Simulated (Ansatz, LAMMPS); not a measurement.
# Energy and forces of amorphous Hg33S25Se8 (66 atoms), part 2 of 2

Aim: energy, forces and density of states of amorphous Hg33S25Se8 (66 atoms) at a fixed geometry.

Ansatz 0.2.0; Kohn-Sham DFT, LDA, PAW (set soft_2), plane waves.

The cell: 33 Hg, 25 S and 8 Se. The quench rate of 10 K/ps is orders of magnitude faster than experiment. The network of bonds at the start is that of the classical potential that made the cell. Only the Γ point is sampled, in a cell whose shortest periodic width is 12 Å. The levels lack spin–orbit coupling.

So far. Step 3 (Plane-wave single point): Valence density in the bc plane at fractional x = 0.615, with atoms of Hg and S and Se within 0.2 Å of it. It is the smooth field of the valence electrons, not physical close to the nuclei.

## (3) Plane-wave single point (continued)

Electrostatic potential energy in the bc plane at fractional x = 0.615, with atoms of Hg and S and Se within 0.2 Å of it. With pseudopotentials it is smooth inside the atoms' cores, unlike the true potential.

Values in eV, 13 rows by 16 columns, each cell a mean:
```
 -8 -24  -6  10  11  12  12  11 -10 -31 -17  10  13  12  12  11
  8   8   9   3   4   7  -4   3  -8 -27 -13  10  12  12   7   4
  8  12  11   5   6   2 -26 -10  10   9  10  12  13  11   3  -3
 12  12  12  11  12  11   7   9  12  13  13  12  13  12  10  10
 13  12   3  -8   4  12  12   0 -14   3  11  11  12  11  10  12
 12  10 -20 -33 -17  11  12 -12 -26  -6  11  11   9  -5  -6   3
 12  11   0 -13   2  12  13  10   6  10  11  10   8  -7  -7   1
  6  10   2  -3   9  13  13  13  13  10   8   9  11   9   6   4
-13   6 -21 -28   0  12  13  13  11   2   3  11  12  12   7 -17
  3  10   2  -4   8  12  13  13  13  11  11  13  13  12   9   1
  9  12   9  -9 -16   5  12  13  13  13  13  13  13   7  -6  -5
  7  10   7 -24 -31  -2  12  13  13  12  13  13  12   5  -9  -9
 -4 -19  -2   5   3  10  13  13  10   6  10  12  12  11   7   7
```
Columns run along b (12.0 Å; values clipped at the 3rd and 97th percentile), rows up along c (12.0 Å). Atoms in or near the plane, at fractional coordinates: Hg at (0.21, 0.56), Hg at (0.59, 0.92), S at (0.19, 0.34), S at (0.52, 0.59), S at (0.08, 0.98), Se at (0.88, 0.52).

Within 0.4 eV of the Fermi level the largest share is S p (58 % of the projected weight).

## (4) Distances and neighbours

These statistics describe the geometry on which the runs were made.

Density 7.67 g/cm³, 26.41 Å³ an atom.

Pair distribution functions g(r), in bins of 0.2 Å:

| r (Å) | total | Hg-Hg | Hg-S | Hg-Se | S-S | S-Se | Se-Se |
| --- | --- | --- | --- | --- | --- | --- | --- |
| 2.50 | 1.11 | 0.00 | 2.94 | 0.00 | 0.00 | 0.00 | 0.00 |
| 2.70 | 3.71 | 0.00 | 7.22 | 7.56 | 0.00 | 0.48 | 0.00 |
| 2.90 | 0.64 | 0.00 | 0.50 | 2.54 | 1.00 | 0.00 | 0.00 |
| 3.10 | 0.66 | 0.13 | 0.09 | 1.08 | 2.56 | 0.00 | 6.81 |
| 3.30 | 0.58 | 1.03 | 0.47 | 0.00 | 0.80 | 0.00 | 2.08 |
| 3.50 | 0.77 | 2.37 | 0.07 | 0.22 | 0.91 | 0.00 | 0.00 |
| 3.70 | 0.72 | 1.31 | 0.48 | 0.56 | 0.81 | 0.26 | 0.00 |
| 3.90 | 1.15 | 1.67 | 0.89 | 1.21 | 0.56 | 1.58 | 1.48 |
| 4.10 | 1.23 | 2.04 | 0.75 | 0.32 | 1.99 | 1.03 | 1.34 |
| 4.30 | 1.64 | 1.85 | 1.19 | 0.70 | 2.51 | 2.83 | 1.22 |
| 4.50 | 1.14 | 1.00 | 0.78 | 0.93 | 1.88 | 2.24 | 0.00 |
| 4.70 | 1.11 | 0.86 | 1.10 | 1.32 | 1.30 | 1.12 | 1.94 |
| 4.90 | 0.94 | 0.85 | 0.98 | 1.09 | 0.64 | 1.02 | 2.77 |
| 5.10 | 0.77 | 0.64 | 0.84 | 1.10 | 0.67 | 0.67 | 0.00 |
| 5.30 | 0.85 | 0.77 | 0.90 | 1.12 | 0.55 | 0.98 | 0.78 |
| 5.50 | 0.69 | 0.59 | 0.78 | 0.52 | 0.58 | 1.03 | 0.69 |
| 5.70 | 0.99 | 0.78 | 1.34 | 1.20 | 0.41 | 0.74 | 0.69 |
| 5.90 | 1.03 | 0.73 | 1.15 | 1.29 | 1.14 | 0.90 | 0.61 |

Bonds by pair of elements; cutoffs follow the first minimum of g(r), held within bounds set by covalent radii, and pairs that aren't listed don't count as bonded:

| pair A-B | cutoff (Å) | bonds | mean length (Å) | spread (Å) | shortest (Å) | B about A | A about B |
| --- | --- | --- | --- | --- | --- | --- | --- |
| Hg-S | 3.08 | 90 | 2.67 | 0.086 | 2.53 | 2.73 | 3.6 |
| Hg-Se | 3.35 | 33 | 2.80 | 0.151 | 2.63 | 1 | 4.12 |

How many atoms have how many bonded neighbours:

| element | mean | 1 | 3 | 4 | 5 |
| --- | --- | --- | --- | --- | --- |
| Hg | 3.73 | 0 | 9 | 24 | 0 |
| S | 3.6 | 1 | 12 | 7 | 5 |
| Se | 4.12 | 0 | 1 | 5 | 2 |

Bond angles (no mean is given where the spread exceeds 20°):

| angle | count | mean (°) | spread (°) |
| --- | --- | --- | --- |
| Hg-S-Hg | 128 | - | - |
| S-Hg-S | 92 | 109 | 15.3 |
| S-Hg-Se | 68 | 110 | 14.1 |
| Hg-Se-Hg | 53 | - | - |
| Se-Hg-Se | 11 | 101 | 17.7 |

Bond length by coordination (bonds to H left out):

| element | coordination | atoms | mean bond length (Å) |
| --- | --- | --- | --- |
| Hg | 3 | 9 | 2.67 |
| Hg | 4 | 24 | 2.71 |
| S | 1 | 1 | 2.64 |
| S | 3 | 12 | 2.67 |
| S | 4 | 7 | 2.65 |
| S | 5 | 5 | 2.67 |
| Se | 3 | 1 | 2.80 |
| Se | 4 | 5 | 2.77 |
| Se | 5 | 2 | 2.85 |

Rings of the network by King's shortest-path rule, up to 12 atoms, one path for each pair of neighbours; H, halogens, alkali and alkaline-earth atoms are left out:

| ring size (atoms) | rings | per network atom |
| --- | --- | --- |
| 4 | 19 | 0.288 |
| 6 | 51 | 0.773 |
| 8 | 54 | 0.818 |
| 10 | 5 | 0.076 |

First main peaks of g(r), for some of the pairs, lie near 2.6 Å (Hg-S), 2.7 Å (Hg-Se) and 3.1 Å (S-S). With the cutoffs above, 73 % of Hg atoms have 4, 48 % of S atoms have 3 and 62 % of Se atoms have 4 bonded neighbours. Rings of 8 atoms are the most common (42 % of those counted); sizes run from 4 to 10.

A closer look about S42, which has 5 bonded neighbours where the commonest count for S is 3: 10 atoms, nearest first, numbered in the order of the input, with positions taken from that point.

| atom | x | y | z | distance (Å) | bonds | Fx | Fy | Fz (eV/Å) |
| --- | --- | --- | --- | --- | --- | --- | --- | --- |
| S42 | 0.00 | 0.00 | 0.00 | 0.00 | 5 | -0.18 | -0.12 | 0.24 |
| Hg3 | -1.94 | -1.67 | -0.52 | 2.61 | 4 | -0.16 | 0.11 | -0.19 |
| Hg7 | -0.91 | 2.48 | -0.30 | 2.65 | 4 | -0.27 | 0.36 | -0.07 |
| Hg21 | 2.54 | -0.91 | -0.07 | 2.70 | 4 | 0.76 | 0.07 | -0.29 |
| Hg31 | 0.26 | 0.27 | -2.72 | 2.74 | 4 | -0.22 | 0.49 | -0.48 |
| Hg11 | 0.39 | -0.37 | 2.73 | 2.78 | 4 | -0.30 | 0.48 | 0.54 |
| Hg6 | -2.48 | 1.27 | 2.71 | 3.89 | 3 | 0.17 | 0.14 | 0.30 |
| S40 | -1.90 | 1.94 | -2.94 | 4.00 | 3 | 0.45 | -0.48 | -0.25 |
| S36 | 2.74 | -1.64 | 2.48 | 4.04 | 5 | -0.20 | 0.10 | -0.38 |
| Hg25 | 0.52 | -3.25 | -2.81 | 4.33 | 4 | -0.12 | 0.26 | -0.58 |

## (5) Summary of results

```json
{
  "free energy per atom": "-7742.9004 eV/atom",
  "pressure": "-4.503 GPa",
  "r.m.s. force component": "0.3607 eV/Å",
  "wall time of the 1 DFT run": "26 s"
}
```

What this shows: Counting bands leaves a spacing of only 0.12 eV (at Γ alone), which the smearing bridges: 6 levels are partly filled by over 2 %, so a gap, if any, is small at this level. With the cutoffs above, 73 % of Hg atoms have 4, 48 % of S atoms have 3 and 62 % of Se atoms have 4 bonded neighbours.

What to keep in mind: The geometry was minimised with a classical potential and isn't relaxed at this level: its force components are 0.36 eV/Å r.m.s. The pressure of -4.5 GPa belongs to unrelaxed atoms and would change as they relax.

[Long decimals in the printed logs are rounded to 6 places.]

[Logs are printed without paths, hosts, clocks, repeated set-up lines and the standing remarks that a program may print on its own settings, such as how far it seeks lower states.]

[Hosts, paths, dates, database ids (printed as entryN), source tags and the programs' standing remarks are cut or masked in the printed files.]
